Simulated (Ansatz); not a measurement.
# Random rock-salt alloy of CaS and PbS (64 atoms): repeated cells from small to large

Wanted: cost and convergence against size for random rock-salt alloy of CaS and PbS (64 atoms).

Calculated with Ansatz 0.2.0; Kohn-Sham DFT, RPBE, PAW (set soft_2), plane waves.

**1. The structure**

The cell holds 64 atoms: 12 Pb, 32 S and 20 Ca. Cell: a = 11.565 Å, b = 11.565 Å, c = 11.565 Å, α = 90.0°, β = 90.0°, γ = 90.0°. It derives from CaS (rock-salt) and PbS, repeated 2×2×2. Rock-salt CaS, 2 x 2 x 2 conventional cells, 12 of 32 Ca sites given to Pb at random (x = 0.375), lattice by Vegard's rule (a = 5.782 Å); not relaxed, displaced by a Gaussian of 0.02 Å.

What the set-up can't give: The host structure and its lattice constant were typed by rule, without a check against the phase diagram. No spin–orbit coupling is included, so levels derived from the heavy atoms are approximate.

**2. Plane waves, typed cell on a dense mesh**

The typed cell on a k-mesh is the yardstick: it samples like Γ on the cell repeated as often as the mesh has points along each axis. Its own convergence isn't tested.

Contents of input.yaml:

```yaml
crystal:
  lattice:
    - [11.5646, 0.0, 0.0]
    - [0.0, 11.5646, 0.0]
    - [0.0, 0.0, 11.5646]
  atoms:
    - { symbol: Pb, position: [0.00095, 0.00455, 0.00048] }
    - { symbol: S, position: [0.25057, 0.00287, 0.99926] }
    - { symbol: Pb, position: [0.99971, 0.25123, 0.24903] }
    - { symbol: S, position: [0.2523, 0.24832, 0.24742] }
    - { symbol: Ca, position: [0.24918, 0.99899, 0.25241] }
    - { symbol: S, position: [0.99996, 0.99994, 0.24784] }
    - { symbol: Ca, position: [0.24805, 0.24856, 0.00027] }
    - { symbol: S, position: [0.00121, 0.24889, 0.00082] }
    - { symbol: Pb, position: [0.00228, 0.00012, 0.49935] }
    - { symbol: S, position: [0.24722, 0.9975, 0.49758] }
    - { symbol: Ca, position: [0.99841, 0.24933, 0.75013] }
    - { symbol: S, position: [0.24643, 0.24995, 0.74902] }
    - { symbol: Ca, position: [0.25041, 0.00164, 0.7465] }
    - { symbol: S, position: [0.99887, 0.99973, 0.74991] }
    - { symbol: Pb, position: [0.25171, 0.25072, 0.50043] }
    - { symbol: S, position: [0.00103, 0.25008, 0.50122] }
    - { symbol: Ca, position: [0.00041, 0.49685, 0.00129] }
    - { symbol: S, position: [0.24844, 0.50144, 0.99701] }
    - { symbol: Pb, position: [0.99689, 0.74818, 0.25051] }
    - { symbol: S, position: [0.25247, 0.74835, 0.25108] }
    - { symbol: Ca, position: [0.24895, 0.49908, 0.25162] }
    - { symbol: S, position: [0.00385, 0.49951, 0.2518] }
    - { symbol: Pb, position: [0.25042, 0.75163, 0.99924] }
    - { symbol: S, position: [0.99944, 0.75402, 0.00068] }
    - { symbol: Pb, position: [0.99779, 0.49968, 0.49695] }
    - { symbol: S, position: [0.25473, 0.49898, 0.50016] }
    - { symbol: Ca, position: [0.99893, 0.74961, 0.75229] }
    - { symbol: S, position: [0.2469, 0.75098, 0.7495] }
    - { symbol: Ca, position: [0.25065, 0.49864, 0.75006] }
    - { symbol: S, position: [0.99834, 0.49716, 0.74819] }
    - { symbol: Ca, position: [0.25008, 0.75086, 0.49927] }
    - { symbol: S, position: [0.9998, 0.75026, 0.50004] }
    - { symbol: Ca, position: [0.50174, 0.00124, 0.99953] }
    - { symbol: S, position: [0.74806, 0.99878, 0.99983] }
    - { symbol: Pb, position: [0.49901, 0.24823, 0.25106] }
    - { symbol: S, position: [0.74997, 0.25115, 0.24882] }
    - { symbol: Ca, position: [0.74789, 0.00061, 0.25098] }
    - { symbol: S, position: [0.50004, 0.00102, 0.24818] }
    - { symbol: Ca, position: [0.74861, 0.2499, 0.00123] }
    - { symbol: S, position: [0.49837, 0.25108, 0.00212] }
    - { symbol: Ca, position: [0.50017, 0.99892, 0.49739] }
    - { symbol: S, position: [0.75148, 0.99785, 0.50091] }
    - { symbol: Ca, position: [0.49895, 0.24864, 0.75127] }
    - { symbol: S, position: [0.7526, 0.25097, 0.75199] }
    - { symbol: Pb, position: [0.74822, 0.00071, 0.75106] }
    - { symbol: S, position: [0.5003, 0.00047, 0.74827] }
    - { symbol: Ca, position: [0.74792, 0.25116, 0.49953] }
    - { symbol: S, position: [0.49786, 0.25044, 0.49881] }
    - { symbol: Ca, position: [0.50131, 0.4979, 0.99862] }
    - { symbol: S, position: [0.75093, 0.4999, 0.00087] }
    - { symbol: Ca, position: [0.50132, 0.75022, 0.2521] }
    - { symbol: S, position: [0.7485, 0.74964, 0.24861] }
    - { symbol: Pb, position: [0.74815, 0.49689, 0.24976] }
    - { symbol: S, position: [0.49618, 0.50334, 0.24814] }
    - { symbol: Ca, position: [0.75374, 0.74829, 0.00297] }
    - { symbol: S, position: [0.49886, 0.75058, 0.00217] }
    - { symbol: Ca, position: [0.49972, 0.50083, 0.50088] }
    - { symbol: S, position: [0.75204, 0.49923, 0.49936] }
    - { symbol: Ca, position: [0.50234, 0.74969, 0.74988] }
    - { symbol: S, position: [0.751, 0.74824, 0.7494] }
    - { symbol: Pb, position: [0.75251, 0.49989, 0.74779] }
    - { symbol: S, position: [0.50094, 0.5006, 0.74789] }
    - { symbol: Pb, position: [0.74894, 0.75225, 0.49997] }
    - { symbol: S, position: [0.50125, 0.74732, 0.50004] }
kpoints:
  mp_grid: { grid: [3, 3, 3] }
hamiltonian:
  xc: rpbe
scf:
  occupations: { method: gaussian, width: 0.05 }
output:
  forces: true
  stress: true
  populations: true
  dos:
    method: { smearing: { sigma: 0.08 } }
    de: 0.1
    projected: { site_lists: { Ca: [Ca], Pb: [Pb], S: [S] } }
  eigenvalues: true
```

Started as:

```sh
$ ansatz run input.yaml --threads 5 --pin off --max-ram 81920MiB --backend cuda --events-out ev --progress --plain --runs-dir out
```

Numbers of over 12 decimals in the logs are rounded to 6 here.

The log of the run:

```text
Engine: ansatz 0.2.0, x86_64-unknown-linux-gnu
Pseudopotentials: kind: paw
Pseudopotential: Pb, paw, valence charge 14, recommended cutoff 420 eV (normal), Pb.paw.azcp
Pseudopotential: S, paw, valence charge 6, recommended cutoff 420 eV (normal), S.paw.azcp
Pseudopotential: Ca, paw, valence charge 10, recommended cutoff 420 eV (normal), Ca.paw.azcp
Functional definition: RPBE
  parameter kappa = 0.804
  parameter beta = 0.066725
  exchange = rpbe_x(kappa = kappa, mu = beta*pi^2/3)
  correlation = pbe_c(beta = beta)
device memory: the entry about to start is reckoned to put 27.3 GiB on a device that reports 53.9 GiB free
GPU FFT provider: cuFFT
GPU libraries: cuBLAS 13.8.2, cuFFT 12.4.0, cuSOLVER 12.3.4
Crystal: 64 atoms, lattice volume = 1546.649 Å³
Basis set: ecut = 420 eV, 30215 PW (Γ), exchange–correlation on 160×160×160 points (8 copies of the dense FFT grid, shifted against one another)
Bands: 344, of which v1, the nominal top of the filled ones, is band 280 counted from 1 (279 counted from 0)
Symmetry: 1 space group operations
Space group: P1 (ITA 1), of the structure as read, at distance tolerance 1.2e-4 Å
k-points: 14 of 27 (time reversal used)
Non-local potential: Pb, projectors of the file, l = 0: 2, l = 1: 2, l = 2: 2, l = 3: 2
Non-local potential: S, projectors of the file, l = 0: 2, l = 1: 2, l = 2: 2
Non-local potential: Ca, projectors of the file, l = 0: 3, l = 1: 2, l = 2: 2
PAW form: soft (Blöchl's): semilocal exchange-correlation on the pseudo side does not see the compensation charge
PAW frozen core: Pb, regenerated for the run's functional, and the local potential with it (the file was generated under x = pbe(κ = 0.804, μ = 0.219515), c = pbe(β = 0.066725))
PAW frozen core: S, regenerated for the run's functional, and the local potential with it (the file was generated under x = pbe(κ = 0.804, μ = 0.219515), c = pbe(β = 0.066725))
PAW frozen core: Ca, regenerated for the run's functional, and the local potential with it (the file was generated under x = pbe(κ = 0.804, μ = 0.219515), c = pbe(β = 0.066725))
PAW one-centre angular grid: Pb, 590 points (default); XC on 64 Gauss nodes
PAW one-centre angular grid: S, 110 points (default); XC on 64 Gauss nodes
PAW one-centre angular grid: Ca, 110 points (default); XC on 64 Gauss nodes
Initial density: superposition of atomic densities (neutral atoms: chi_scale 0, normalization atom), corrected by the library's trained network
Initial wavefunctions: pseudopotential atomic-orbital guess
GPU buffer pool allocated for 512000 grid points (all kernels)
GPU transforms: local potential and band sums: pruned to the plane-wave sphere, on 80×80×80
Functional: x = rpbe, c = pbe(β = 0.066725)
SCF iter   1: F=—  HF=-208556.229727 eV  |F-HF|=—  |Δ(HF+E_count)|=         —  Δρ=2.52e-3  dr2=1.39e-1  ethr=1.77e-3  ⟨swp⟩=12.1  Hψ=26149  notcnv=0  defer=146
preconditioner: auto → Resta (q_TF=auto, 2.303 Å⁻¹)  ε∞=3.5  [insulator: Δε(μ)=1.905 eV  Ē_g=11.950 eV  σ=0.050 eV  W_gap=1.00  n_scr=304 (ndim 8)  ℏωp=18.9 eV  f_vac=0.000  D(μ)=0.00/eV (n_scr^D=0)  ε∞_Penn≈3.5]
SCF iter   2: F=—  HF=-208556.248611 eV  |F-HF|=—  |Δ(HF+E_count)|=   1.89e-2  Δρ=1.34e-3  dr2=2.25e-2  ethr=2.48e-5  ⟨swp⟩=2.0  Hψ=7492  notcnv=0  defer=230
SCF iter   3: F=—  HF=-208556.252723 eV  |F-HF|=—  |Δ(HF+E_count)|=   4.11e-3  Δρ=5.60e-4  dr2=4.56e-3  ethr=4.02e-6  ⟨swp⟩=2.0  Hψ=5355  notcnv=0  defer=230
SCF iter   4: F=—  HF=-208556.254691 eV  |F-HF|=—  |Δ(HF+E_count)|=   1.97e-3  Δρ=1.10e-4  dr2=3.06e-4  ethr=8.14e-7  ⟨swp⟩=2.0  Hψ=5527  notcnv=0  defer=230
SCF iter   5: F=—  HF=-208556.254980 eV  |F-HF|=—  |Δ(HF+E_count)|=   2.89e-4  Δρ=3.60e-5  dr2=3.27e-5  ethr=5.46e-8  ⟨swp⟩=2.0  Hψ=5975  notcnv=0  defer=230
SCF iter   6: F=—  HF=-208556.260384 eV  |F-HF|=—  |Δ(HF+E_count)|=   5.40e-3  Δρ=1.50e-5  dr2=5.96e-6  ethr=5.84e-9  ⟨swp⟩=2.0  Hψ=7935  notcnv=0  defer=230
SCF iter   7: F=—  HF=-208556.260390 eV  |F-HF|=—  |Δ(HF+E_count)|=   6.80e-6  Δρ=3.38e-6  dr2=2.69e-7  ethr=1.06e-9  ⟨swp⟩=2.0  Hψ=5975  notcnv=0  defer=230
SCF iter   8: F=-208556.260391 eV  HF=-208556.260391 eV  |F-HF|=3.35e-9  |Δ(HF+E_count)|=   3.69e-7  Δρ=1.12e-6  dr2=3.89e-8  ethr=1.79e-11  ⟨swp⟩=15.5  Hψ=28235  notcnv=0
SCF 1 converged in 8 iterations: F = -208556.260391 eV  dr2 = 3.89e-8
  greatest PAW one-centre occupation: 0.995 electrons in one spin orbital (limit 2), on the Ca atom at site 10 (counted from 0), in its partial waves of l = 0
SCF converged after 8 iterations
Free energy (F): -208556.260391 eV
Harris-Foulkes:  -208556.260391 eV  (|F-HF|=3.35e-9)
Internal energy: -208556.260391 eV  (E = F + TS)
E sigma→0 (E₀):  -208556.260391 eV
Fermi energy:    8.552982 eV
--- Per-component energies (eV) ---
  E_band       = -3298.925989
  E_kinetic    = 12472.840084
  E_local      = -31758.410205  (includes V_loc(G=0)·N_el)
  E_nonlocal   = 6337.892852
  E_hartree    = 11453.234872
  E_xc         = -8577.524178
  E_vxc        = -7874.962868  (∫ρ·V_xc dr)
  E_paw        = -161568.502942  (= ΣΔE_a)
  E_vpaw       = -5382.757668  (= ΣTr[D̂ρ^β])
  E_aug_tail   = 0.000488  (compensation charges beyond the density's cutoff)
  E_ewald      = -36914.533259
  E_core_change = -1.258103  (= ΣΔE_core)
  E_smearing   = -0.000000  (= −TS)
  E_closure    = 0.000000  (closes the sum)
  Σ components = -208556.260391   (vs F -208556.260391, Δ=0.00e0)
--- Forces (eV/Å), atoms counted from 1 ---
  atom   1  Pb    -0.01897875    -0.26695500    -0.08949515
  atom   2  S      0.51352765     0.43116893    -0.00740796
  atom   3  Pb     0.09523933    -0.13449334     0.14094897
  atom   4  S     -0.16556903     0.03911020    -0.39971586
  atom   5  Ca    -0.01780444    -0.04173730    -0.22030459
  atom   6  S     -0.06926994     0.00010069     0.15473172
  atom   7  Ca     0.10176613     0.09903976    -0.02328318
  atom   8  S     -0.13812031     0.71494560    -0.51896828
  atom   9  Pb    -0.15546507    -0.00635723     0.03297505
  atom  10  S      0.79274639    -0.39544542     0.08008276
  atom  11  Ca     0.04614750    -0.01496912    -0.07132991
  atom  12  S      0.19544566    -0.02846926     0.50004436
  atom  13  Ca    -0.11445039    -0.11515282     0.15185384
  atom  14  S      0.58447309     0.01533038    -0.04471728
[...]
atom  63  Pb     0.09903021    -0.09610176    -0.00176945
  atom  64  S     -0.52696253     0.19963188     0.06126664
  max |Σ_I F_I| component: 9.20e-5 eV/Å
--- Stress (GPa, compression-positive) ---
        4.228708       0.001417       0.018119
        0.001417       4.143291      -0.010209
        0.018119      -0.010209       4.191609
  P = ⅓ Tr σ = 4.1879 GPa (41.879 kbar)
--- Band table (eV; the first three rows and the last of 14) ---
  k-point 0: bands = ["-33.0614", "-33.0529", "-33.0238", "-33.0077", [... 328 levels ...], "11.8856", "11.8972", "11.9150", "11.9260", "11.9515", "11.9621", "11.9752", "11.9895", "12.0010", "12.0059", "12.0354", "12.0539"]
[...]
--- Löwdin populations: 64 sites ---
  site symbol       q [e]
     0     Pb     13.5360
     1      S      7.0140
     2     Pb     13.5481
[...]
63      S      7.1460
  spilling = 0.010949 (of n_electrons = 560.000000)
```

Elapsed: 10 s, on 1 × NVIDIA H100 80GB HBM3 with 5 threads of AMD EPYC 7R13 (Zen 3), shared host; peak memory 2.1 GiB.

In the SCF lines HF is the Harris–Foulkes energy and dr2 the Hartree energy of the density residual, in eV; the loop may stop once dr2 is under the threshold and the program's other checks hold. Hψ counts applications of the Hamiltonian.

That memory is the host's; the program planned up to 27.3 GiB on the GPU.

Read from the output:

```yaml
free_energy: -208556.2604 eV
free_energy_per_atom: -3258.6916 eV/atom
scf_cycles: 8
pressure: 4.188 GPa
r_m_s_force_component: 0.2931 eV/Å
longest_force: 1.173 eV/Å
fermi_energy: 8.553 eV
spacing_of_highest_filled_and_lowest_empty_level: 1.893 eV
spilling_of_the_projection: 0.01095
```

The r.m.s. force component of 0.29 eV/Å sets the scale for the differences below.

**3. Plane waves, 64 atoms**

The typed cell is solved at Γ alone, the coarsest sampling of the series.

input.yaml, the sections that differ from step 2:

```yaml
kpoints:
  mp_grid: { grid: [1, 1, 1] }
output:
  forces: true
# crystal, hamiltonian, scf: as in step 2
```

The log of the run:

```text
[...]
GPU FFT provider: cuFFT
GPU libraries: cuBLAS 13.8.2, cuFFT 12.4.0, cuSOLVER 12.3.4
Crystal: 64 atoms, lattice volume = 1546.649 Å³
Basis set: ecut = 420 eV, 30215 PW (Γ), exchange–correlation on 160×160×160 points (8 copies of the dense FFT grid, shifted against one another)
Bands: 344, of which v1, the nominal top of the filled ones, is band 280 counted from 1 (279 counted from 0)
Symmetry: 1 space group operations
[...]
k-points: 1
[...]
GPU buffer pool allocated for 512000 grid points (all kernels)
[...]
SCF iter   1: F=—  HF=-208555.219809 eV  |F-HF|=—  |Δ(HF+E_count)|=         —  Δρ=4.72e-3  dr2=4.23e-1  ethr=1.77e-3  ⟨swp⟩=11.0  Hψ=1748  notcnv=0  defer=20
[...]
SCF iter   3: F=—  HF=-208555.175381 eV  |F-HF|=—  |Δ(HF+E_count)|=   3.95e-3  Δρ=6.92e-4  dr2=8.49e-3  ethr=1.53e-5  ⟨swp⟩=2.0  Hψ=386  notcnv=0  defer=19
automatic band count: iteration 3 solves 325 bands in place of 344: the levels show a gap, and the empty bands left out lie too high to hold charge; the band table lists the bands solved (type scf.n_extra_bands for more)
SCF iter   4: F=—  HF=-208555.179133 eV  |F-HF|=—  |Δ(HF+E_count)|=   3.75e-3  Δρ=1.57e-4  dr2=6.20e-4  ethr=1.52e-6  ⟨swp⟩=2.0  Hψ=426  notcnv=0  defer=19
[...]
SCF iter   8: F=-208555.183159 eV  HF=-208555.183159 eV  |F-HF|=1.90e-8  |Δ(HF+E_count)|=   1.06e-6  Δρ=1.81e-6  dr2=9.95e-8  ethr=1.79e-11  ⟨swp⟩=6.0  Hψ=1183  notcnv=0
SCF 1 converged in 8 iterations: F = -208555.183159 eV  dr2 = 9.95e-8
[...]
SCF converged after 8 iterations
Free energy (F): -208555.183159 eV
[...]
Internal energy: -208555.183159 eV  (E = F + TS)
E sigma→0 (E₀):  -208555.183159 eV
Fermi energy:    8.554426 eV
[...]
Σ components = -208555.183159   (vs F -208555.183159, Δ=0.00e0)
--- Forces (eV/Å), atoms counted from 1 ---
  atom   1  Pb    -0.01235503    -0.25501177    -0.00299161
  atom   2  S      0.50282793     0.46619227    -0.01200180
  atom   3  Pb     0.04774199    -0.20064219     0.23202047
  atom   4  S     -0.19093604     0.04805704    -0.45408964
[...]
atom  64  S     -0.57226225     0.21942122     0.05731109
  max |Σ_I F_I| component: 1.52e-4 eV/Å
```

It took 1.9 s on 1 × NVIDIA H100 80GB HBM3 with 5 threads; peak memory 1.2 GiB.

That memory is the host's; the program planned up to 3.9 GiB on the GPU.

The energy lies 16.8 meV/atom above the dense-mesh reference.

**4. Support functions, 64 atoms**

The typed cell is solved at Γ alone, now in support functions.

This step: Kohn-Sham DFT, RPBE, PAW (set soft_2), localised support functions (medium) (Ansatz 0.2.0).

Edit input.yaml of step 3 so:

```diff
@@ -13,2 +13,4 @@
   occupations: { method: gaussian, width: 0.05 }
+  eigensolver: { kind: { support_functions: { accuracy: medium } } }
+  max_iter: 150
 output:
```

The log of the run:

```text
Warning: scf.eigensolver.kind.support_functions: disabling space-group detection — the functions' gradient is summed over unrotated k-points, so no spatial operation reduces the k-mesh or symmetrises the density; time reversal is kept, so that k and −k are solved as one point where they differ and the mesh holds both, and exact exchange and, on two spinor components, a DFT+U term hold to it where the run has them: [...]
settings of this run that can trade accuracy for cost: scf.eigensolver.kind.support_functions [...]
[...]
GPU FFT provider: cuFFT
GPU libraries: cuBLAS 13.8.2, cuFFT 12.4.0, cuSOLVER 12.3.4
Crystal: 64 atoms, lattice volume = 1546.649 Å³
Basis set: ecut = 420 eV, 30215 PW (Γ), exchange–correlation on 160×160×160 points (8 copies of the dense FFT grid, shifted against one another)
Bands: 336, of which v1, the nominal top of the filled ones, is band 280 counted from 1 (279 counted from 0)
Symmetry: 1 space group operations
k-points: 1
[...]
GPU buffer pool allocated for 512000 grid points (all kernels)
Eigensolver: Support functions (medium, 54×54×54 points, laid for a spacing of at most 0.228497 Å, radius 4.322024 Å, 3 species' potentials softened for the grid, 3 wholly corrected for its errors in the mean over positions, 3 with the egg-box correction, energy correction by exact trace)
[...]
SCF iter   1: F=—  HF=-208534.557775 eV  |F-HF|=—  |Δ(HF+E_count)|=         —  Δρ=4.37e-2  dr2=2.20e2  ethr=1.00e-1
[...]
SCF iter  14: F=—  HF=-208555.192663 eV  |F-HF|=—  |Δ(HF+E_count)|=   1.17e-3  Δρ=4.79e-6  dr2=2.11e-6  ethr=1.34e-9  κ⁻¹=1.1e-6(r=7)
SCF iter  15: F=-208555.192663 eV  HF=-208555.192663 eV  |F-HF|=6.76e-7  |Δ(HF+E_count)|=   5.03e-9  Δρ=2.56e-6  dr2=9.08e-7  ethr=3.77e-10
SCF 1 converged in 15 iterations: F = -208555.210346 eV  dr2 = 9.08e-7
[...]
SCF converged after 15 iterations
Stability not checked: this state was not tested for a lower state beside it, because the mixer in use, unlike msr1, does not test its closes by its own steps (another_mixer; see scf.mixing.algorithm and scf.lower_state_search)
Free energy (F): -208555.210346 eV
[...]
Internal energy: -208555.210346 eV  (E = F + TS)
E sigma→0 (E₀):  -208555.210346 eV
Fermi energy:    8.554520 eV
[...]
Σ components = -208555.210346   (vs F -208555.210346, Δ=0.00e0)
--- Forces (eV/Å), atoms counted from 1 ---
  atom   1  Pb    -0.01238948    -0.25432006    -0.00292103
  atom   2  S      0.50251869     0.46599550    -0.01192207
  atom   3  Pb     0.04775702    -0.20082431     0.23194732
  atom   4  S     -0.19132468     0.04857339    -0.45376770
[...]
atom  64  S     -0.57192266     0.21930097     0.05737120
  max |Σ_I F_I| component: 4.14e-3 eV/Å
--- Band table (eV) ---
[...]
guard bands above this table: 48 of the run's 336 bands (output.publish_guard_bands: true publishes all)
```

It took 4.5 s on 1 × NVIDIA H100 80GB HBM3 with 5 threads; peak memory 1.1 GiB; 9.7 s of CPU time.

That memory is the host's; the program planned up to 2.9 GiB on the GPU.

The program notes that the band table was not solved further than the SCF left it and it switched symmetry off.

The energy lies 16.4 meV/atom above the dense-mesh reference, and 0.42 meV/atom below plane waves of the same size, an offset between the two bases that leaves the sampling error alike.

(Part 1 of 2 ends here.)

[Logs are printed without paths, hosts, clocks, repeated set-up lines and the standing remarks that a program may print on its own settings, such as how far it seeks lower states.]

[Hosts, paths, dates, database ids (printed as entryN), source tags and the programs' standing remarks are cut or masked in the printed files.]
